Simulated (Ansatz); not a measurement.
# (InP)1(CdS)3 [001] superlattice, started as zinc blende: the cell at rest

Aim: bring (InP)1(CdS)3 [001] superlattice, started as zinc blende to small forces and stress, as phonons need.

Program: Ansatz 0.2.0. Level of theory: DFT PBE, scalar-relativistic, plane waves, PAW. Results are calculated unless marked as measured.

Report form: the programs' logs are mostly left out.

The structure was built from a prototype and need not be the compound's stable phase.

## Step 1: Starting point

The structure is orthorhombic, space group Pmm2 (No. 25). Conventional cell: a = 4.124 Å, b = 4.124 Å, c = 11.665 Å, α = 90.00°, β = 90.00°, γ = 90.00°. Nearest to Cd lie 2 S at 2.53 Å and 2 P at 2.53 Å. Nearest to Cd lie 4 S at 2.53 Å. Cd has 4 S at 2.53 Å nearest. In has 2 S at 2.53 Å and 2 P at 2.53 Å nearest. Nearest to P lie 2 In at 2.53 Å and 2 Cd at 2.53 Å. Nearest to S lie 4 Cd at 2.53 Å. Farther neighbours and most contacts between anions are not listed.

## Step 2: Probe on a coarse mesh

A quick single point on a coarse mesh tells whether the cell has a gap and how far it is from rest, which sets the k mesh and smearing that follow.

The input, input.yaml:

```yaml
crystal:
  lattice:
    - [2.91625, 2.91625, 0.0]
    - [-2.91625, 2.91625, 0.0]
    - [0.0, 0.0, 11.665]
  atoms:
    - { symbol: Cd, position: [0.5, 0.5, 0.25] }
    - { symbol: Cd, position: [0.0, 0.0, 0.5] }
    - { symbol: Cd, position: [0.5, 0.5, 0.75] }
    - { symbol: In, position: [0.0, 0.0, 0.0] }
    - { symbol: P, position: [0.5, 1.0, 0.125] }
    - { symbol: S, position: [0.0, 0.5, 0.375] }
    - { symbol: S, position: [0.5, 1.0, 0.625] }
    - { symbol: S, position: [0.0, 0.5, 0.875] }
kpoints:
  mp_grid: { grid: [4, 4, 2] }
hamiltonian:
  xc: pbe
scf:
  occupations: { method: gaussian, width: 0.1 }
output:
  forces: true
  stress: true
  eigenvalues: true
```

Started as:

```
ansatz run input.yaml --threads 4 --pin off --max-ram 14336MiB --backend cpu --events-out ev --progress --plain --runs-dir out
```

Run time: 4.2 s. Hardware: 4 threads of Arm Neoverse V2, shared host; peak memory 0.58 GiB; 15 s of CPU time.

A gap read on the k-mesh alone can miss the band edges.

This step gave:

```yaml
pressure: 3.520 GPa
volume_per_atom: 24.80 Å³
gap_on_the_k_mesh: 0.08668 eV
direct_gap_on_mesh: 0.1929 eV
```

The coarse mesh shows a gap of 0.09 eV and a pressure of 3.5 GPa.

## Step 3: Coarse relaxation

A rough relaxation comes first, because large forces or stress need no tight tolerances yet.

input.yaml, as its differences from that of step 2:

```diff
@@ -15,3 +15,3 @@
 kpoints:
-  mp_grid: { grid: [4, 4, 2] }
+  mp_grid: { grid: [6, 6, 2] }
 hamiltonian:
@@ -24 +24,6 @@
   eigenvalues: true
+relax:
+  adjacent_minimum: "off"
+  f_tol: 0.05
+  max_steps: 80
+  cell: { stress_tol: 0.5 }
```

Elapsed: 34 s, on 4 threads; peak memory 0.73 GiB; 2.2 min of CPU time.

The steps of the relaxation:

| step | energy less that of the first step (eV) | largest force component (eV/Å) | pressure (GPa) | volume (Å³) |
| --- | --- | --- | --- | --- |
| 1 | 0.0000 | 1.2006 | 3.44 | 198.41 |
| 2 | -0.1929 | 0.3670 | -0.10 | 210.60 |
| 3 | -0.2012 | 0.0455 | -0.05 | 210.25 |
| 4* | -0.2037 | 0.0452 | -0.06 | 210.25 |

Relaxation steps marked * repeat the geometry before them on a plane-wave basis chosen anew for their cell, so energy and pressure can jump there.

Forces are held to the 4 operations that the run works with; a distortion that breaks them can't arise in this run.

| conventional cell, symmetrised | before | after | change |
| --- | --- | --- | --- |
| a (Å) | 4.124 | 4.202 | +1.9 % |
| b (Å) | 4.124 | 4.240 | +2.8 % |
| c (Å) | 11.665 | 11.801 | +1.2 % |
| volume (Å³/atom) | 24.80 | 26.28 | +6.0 % |

The atoms that moved most (Å, as changes of fractional coordinates times the final cell):

| atom | dx | dy | dz | length |
| --- | --- | --- | --- | --- |
| In4 | 0.000 | 0.000 | 0.096 | 0.096 |
| Cd3 | 0.000 | 0.000 | -0.047 | 0.047 |
| Cd1 | 0.000 | 0.000 | -0.041 | 0.041 |
| Cd2 | 0.000 | 0.000 | -0.033 | 0.033 |
| S6 | 0.000 | 0.000 | 0.024 | 0.024 |
| S7 | 0.000 | 0.000 | 0.012 | 0.012 |
| P5 | 0.000 | 0.000 | -0.006 | 0.006 |

Numbers from this step:

```yaml
pressure: -0.05553 GPa
volume_per_atom: 26.28 Å³
gap_on_the_k_mesh: 0.2700 eV
direct_gap_on_mesh: 0.3744 eV
```

In this step the volume went from 24.80 to 26.28 Å³/atom.

## Step 4: Relaxation

The cell and atoms are relaxed, since residual forces and stress would shift the frequencies.

The input, input.yaml:

```yaml
crystal:
  lattice:
    - [2.9713353624, 2.9713353624, 0.0]
    - [-2.997976958, 2.997976958, 0.0]
    - [0.0, 0.0, 11.8011906558]
  atoms:
    - { symbol: Cd, position: [0.5, 0.5, 0.2465213844] }
    - { symbol: Cd, position: [0.0, 0.0, 0.4971637905] }
    - { symbol: Cd, position: [0.5, 0.5, 0.7460349591] }
    - { symbol: In, position: [0.0, 0.0, 0.0081482985] }
    - { symbol: P, position: [0.5, 1.0, 0.1244532156] }
    - { symbol: S, position: [0.0, 0.5, 0.3770257023] }
    - { symbol: S, position: [0.5, 1.0, 0.6260056545] }
    - { symbol: S, position: [0.0, 0.5, 0.8746469952] }
kpoints:
  mp_grid: { grid: [8, 8, 4] }
hamiltonian:
  xc: pbe
scf:
  occupations: { method: gaussian, width: 0.01 }
output:
  forces: true
  stress: true
  eigenvalues: true
relax:
  adjacent_minimum: "off"
  f_tol: 0.005
  max_steps: 80
  cell: { stress_tol: 0.05 }
```

The job ended after 84 s (4 threads; peak memory 1 GiB; 5.5 min of CPU time).

The steps of the relaxation:

| step | energy less that of the first step (eV) | largest force component (eV/Å) | pressure (GPa) | volume (Å³) |
| --- | --- | --- | --- | --- |
| 1 | 0.0000 | 0.0477 | -0.06 | 210.25 |
| 2 | -0.0006 | 0.0161 | 0.01 | 209.98 |
| 3 | -0.0006 | 0.0090 | -0.01 | 210.06 |
| 4 | -0.0006 | 0.0011 | 0.00 | 210.04 |
| 5* | -0.0006 | 0.0011 | 0.00 | 210.04 |

Relaxation steps marked * repeat the geometry before them on a plane-wave basis chosen anew for their cell, so energy and pressure can jump there.

Forces are held to the 4 operations that the run works with; a distortion that breaks them can't arise in this run.

| conventional cell, symmetrised | before | after | change |
| --- | --- | --- | --- |
| a (Å) | 4.202 | 4.202 | -0.0 % |
| b (Å) | 4.240 | 4.238 | -0.0 % |
| c (Å) | 11.801 | 11.794 | -0.1 % |
| volume (Å³/atom) | 26.28 | 26.25 | -0.1 % |

The relaxed structure:

```cif
data_structure
_symmetry_space_group_name_H-M 'P 1'
_symmetry_Int_Tables_number 1
_cell_length_a 4.2017
_cell_length_b 4.2383
_cell_length_c 11.7943
_cell_angle_alpha 90.000
_cell_angle_beta 90.000
_cell_angle_gamma 90.000
_cell_volume 210.04
loop_
_atom_site_label
_atom_site_type_symbol
_atom_site_fract_x
_atom_site_fract_y
_atom_site_fract_z
_atom_site_occupancy
Cd1 Cd 0.50000 0.50000 0.24602 1
Cd2 Cd 0.00000 0.00000 0.49672 1
Cd3 Cd 0.50000 0.50000 0.74584 1
In4 In 0.00000 0.00000 0.00805 1
P5 P 0.50000 0.00000 0.12483 1
S6 S 0.00000 0.50000 0.37715 1
S7 S 0.50000 0.00000 0.62630 1
S8 S 0.00000 0.50000 0.87510 1
```

Numbers from this step:

```yaml
pressure: -0.001458 GPa
gap_on_the_k_mesh: 0.2825 eV
volume_per_atom: 26.25 Å³
direct_gap_on_mesh: 0.3813 eV
```

In this step the volume went from 26.28 to 26.25 Å³/atom.

## Step 5: Tight relaxation

Phonons need a cell at rest on their own settings, so the relaxation is repeated with tight tolerances on forces and stress on the k mesh and occupations of the first response run.

The input, input.yaml:

```yaml
crystal:
  lattice:
    - [2.971079187, 2.971079187, 0.0]
    - [-2.9969350323, 2.9969350323, 0.0]
    - [0.0, 0.0, 11.7942525222]
  atoms:
    - { symbol: Cd, position: [0.5, 0.5, 0.2460242368] }
    - { symbol: Cd, position: [0.0, 0.0, 0.4967185594] }
    - { symbol: Cd, position: [0.5, 0.5, 0.7458353828] }
    - { symbol: In, position: [0.0, 0.0, 0.0080504524] }
    - { symbol: P, position: [0.5, 1.0, 0.1248265802] }
    - { symbol: S, position: [0.0, 0.5, 0.3771474458] }
    - { symbol: S, position: [0.5, 1.0, 0.6262987013] }
    - { symbol: S, position: [0.0, 0.5, 0.8750986414] }
kpoints:
  mp_grid: { grid: [8, 8, 4] }
hamiltonian:
  xc: pbe
scf:
  occupations: { method: fixed }
output:
  forces: true
  stress: true
  eigenvalues: true
  write_density: true
  write_potential: true
  elf: true
  volumetric_format: npy
relax:
  adjacent_minimum: "off"
  f_tol: 0.001
  max_steps: 60
  cell: { stress_tol: 0.01 }
```

It took 61 s on 4 threads; peak memory 1 GiB; 4 min of CPU time.

Little changed from the start: no atom moved by 0.005 Å and no cell edge by 0.1 %.

This step gave:

```yaml
pressure: 2.10e-4 GPa
gap_on_the_k_mesh: 0.2829 eV
direct_gap_on_mesh: 0.3817 eV
```

Electrostatic potential energy in the ac plane at fractional y = 0.000, with atoms of Cd and In and P and S within 0.2 Å of it. With pseudopotentials it is smooth inside the atoms' cores, unlike the true potential.

Values in eV, 24 rows by 14 columns, each cell a mean:
```
-35 -32 -20  -3   6   9  10  10  10   8   3  -9 -26 -33
-12  -8  -1   5   8  10  10  10  10   9   7   3  -4 -10
  6   7   8   9  10  10  10  10  10  10   9   9   7   7
 10  10  10  10  10  10  10  10  10  10  10  10  10  10
 11  11  11  11  11  11  11  11  11  11  11  11  11  11
 11  11  11  11  11  11  10  10  10  11  11  11  11  11
 11  11  11  11  10   8   6   5   6   9  10  11  11  11
 11  11  11   9   4 -10 -21 -23 -18  -4   6  10  11  11
 10  10   9   6  -6 -28 -26 -22 -29 -21   0   8  10  10
  2   4   6   6  -2 -22 -28 -27 -28 -15   2   7   5   3
-15 -13  -6   2   5   1  -6  -8  -4   3   5   0  -9 -14
-27 -22 -16  -5   5   8   9   9   9   8   3  -9 -18 -24
-24 -21 -15  -3   6   9  10  11  10   8   3  -8 -17 -22
-11  -9  -2   5   8  10  11  11  10   9   7   3  -5 -10
  5   6   8   9  10  11  11  11  11  10  10   9   7   6
 10  10  11  11  11  11  11  11  11  11  11  11  11  10
 11  11  11  11  11  11  11  11  11  11  11  11  11  11
 11  11  11  11  11  11  10  10  11  11  11  11  11  11
 11  11  11  10   9   7   6   5   6   8  10  11  11  11
 11  11  10   8   3 -10 -22 -25 -19  -4   5   9  10  11
  8   8   8   5  -7 -33 -37 -37 -37 -25  -1   7   8   8
 -5  -2   3   3  -4 -27 -36 -37 -35 -18   0   4   1  -3
-32 -28 -16  -2   3  -1  -8 -11  -6   2   2  -6 -22 -30
-36 -36 -28  -9   4   7   8   8   8   7   1 -16 -33 -37
```
Columns run along a (4.2 Å; values clipped at the 3rd and 97th percentile), rows up along c (11.8 Å). Atoms in or near the plane, at fractional coordinates: Cd at (0.00, 0.50), In at (0.00, 0.01), P at (0.50, 0.12), S at (0.50, 0.63).

Valence density in the ac plane at fractional y = 0.000, with atoms of Cd and In and P and S within 0.2 Å of it. It is the smooth field of the valence electrons, not physical close to the nuclei.

Ten steps, logarithmic in the rise over the least value, from '_' (0 e/Å³) to '@' (21 e/Å³), each cell a mean:
```
##**==::..__________..::++**
--::....______________..::--
____________________________
____________________________
____________________________
____________________________
________....::::::..________
______..::--------::....____
____..::------::----::..____
::....::------------::......
**++--::::::------::::::==**
@@@@**--............::==##@@
@@%%**--..__________..==##@@
++==::..______________..--==
....______________________..
____________________________
____________________________
____________________________
__________....::....________
______....::::::::::..______
____....::::....::::::....__
::::::::::--::::::--::::::::
**++==::::::::::::::::--==**
%%##++--............::--**%%
```
Columns run along a (4.2 Å), rows up along c (11.8 Å). Atoms in or near the plane, at fractional coordinates: Cd at (0.00, 0.50), In at (0.00, 0.01), P at (0.50, 0.12), S at (0.50, 0.63).

ELF in the ac plane at fractional y = 0.000, with atoms of Cd and In and P and S within 0.2 Å of it. It is the smooth field of the valence electrons, not physical close to the nuclei.

Values, 24 rows by 14 columns, each cell a mean:
```
0.07 0.12 0.24 0.24 0.25 0.30 0.29 0.28 0.30 0.29 0.24 0.26 0.20 0.10
0.22 0.22 0.21 0.19 0.17 0.12 0.08 0.07 0.09 0.14 0.18 0.20 0.22 0.22
0.13 0.12 0.11 0.08 0.05 0.03 0.01 0.01 0.02 0.03 0.06 0.10 0.12 0.13
0.05 0.05 0.04 0.02 0.02 0.01 0.01 0.01 0.01 0.01 0.02 0.03 0.04 0.05
0.01 0.01 0.01 0.01 0.02 0.04 0.06 0.06 0.05 0.03 0.02 0.01 0.01 0.01
0.01 0.01 0.02 0.06 0.15 0.26 0.33 0.35 0.31 0.22 0.11 0.04 0.01 0.01
0.01 0.03 0.13 0.32 0.52 0.66 0.73 0.75 0.72 0.62 0.45 0.24 0.08 0.02
0.03 0.10 0.34 0.61 0.76 0.80 0.75 0.71 0.77 0.80 0.72 0.53 0.22 0.06
0.08 0.15 0.42 0.73 0.84 0.69 0.25 0.10 0.40 0.80 0.82 0.64 0.29 0.11
0.17 0.16 0.24 0.58 0.84 0.82 0.55 0.39 0.65 0.87 0.78 0.44 0.19 0.16
0.45 0.38 0.24 0.23 0.54 0.80 0.84 0.83 0.84 0.74 0.41 0.19 0.30 0.41
0.82 0.67 0.44 0.23 0.18 0.37 0.54 0.58 0.50 0.28 0.17 0.30 0.52 0.73
0.74 0.61 0.43 0.26 0.15 0.13 0.14 0.15 0.13 0.13 0.18 0.32 0.50 0.66
0.37 0.33 0.25 0.19 0.13 0.06 0.03 0.02 0.04 0.09 0.15 0.21 0.29 0.35
0.15 0.14 0.13 0.10 0.06 0.02 0.01 0.01 0.01 0.04 0.07 0.11 0.13 0.15
0.06 0.05 0.04 0.03 0.02 0.01 0.01 0.01 0.01 0.01 0.02 0.03 0.05 0.06
0.02 0.01 0.01 0.02 0.02 0.05 0.07 0.07 0.06 0.04 0.02 0.01 0.01 0.02
0.01 0.01 0.02 0.07 0.16 0.28 0.37 0.39 0.34 0.24 0.12 0.05 0.02 0.01
0.01 0.03 0.11 0.29 0.50 0.67 0.75 0.77 0.73 0.61 0.43 0.22 0.07 0.02
0.05 0.10 0.28 0.52 0.69 0.73 0.67 0.63 0.69 0.73 0.64 0.44 0.20 0.08
0.17 0.23 0.45 0.68 0.76 0.45 0.07 0.02 0.15 0.64 0.75 0.62 0.35 0.20
0.24 0.24 0.36 0.66 0.84 0.69 0.28 0.14 0.41 0.81 0.80 0.55 0.29 0.24
0.11 0.16 0.23 0.35 0.68 0.82 0.77 0.73 0.80 0.80 0.56 0.28 0.20 0.14
0.00 0.03 0.17 0.25 0.38 0.60 0.64 0.63 0.64 0.54 0.31 0.24 0.10 0.01
```
Columns run along a (4.2 Å), rows up along c (11.8 Å). Atoms in or near the plane, at fractional coordinates: Cd at (0.00, 0.50), In at (0.00, 0.01), P at (0.50, 0.12), S at (0.50, 0.63).

The largest force component left is 0.39 meV/Å and the pressure is 0.000 GPa, within the tolerances set. The cell now holds 26.25 Å³/atom.

## Step 6: Results

```json
{
 "space group after relaxation (within 0.01 Å)": "Pmm2",
 "lattice constant a": "4.202 Å",
 "lattice constant b": "4.238 Å",
 "lattice constant c": "11.794 Å",
 "volume per atom": "26.3 Å³",
 "gap on the k-mesh": "0.283 eV"
}
```

In words: The largest force component left is 0.39 meV/Å and the pressure is 0.000 GPa, within the tolerances set. The cell now holds 26.25 Å³/atom. The relaxation keeps the symmetry of its start, so it says nothing on stability against lower symmetry. The starting cell was built on a prototype and not taken from a measurement, so the phase need not exist.

[Logs are printed without paths, hosts, clocks, repeated set-up lines and the standing remarks that a program may print on its own settings, such as how far it seeks lower states.]

[Hosts, paths, dates, database ids (printed as entryN), source tags and the programs' standing remarks are cut or masked in the printed files.]
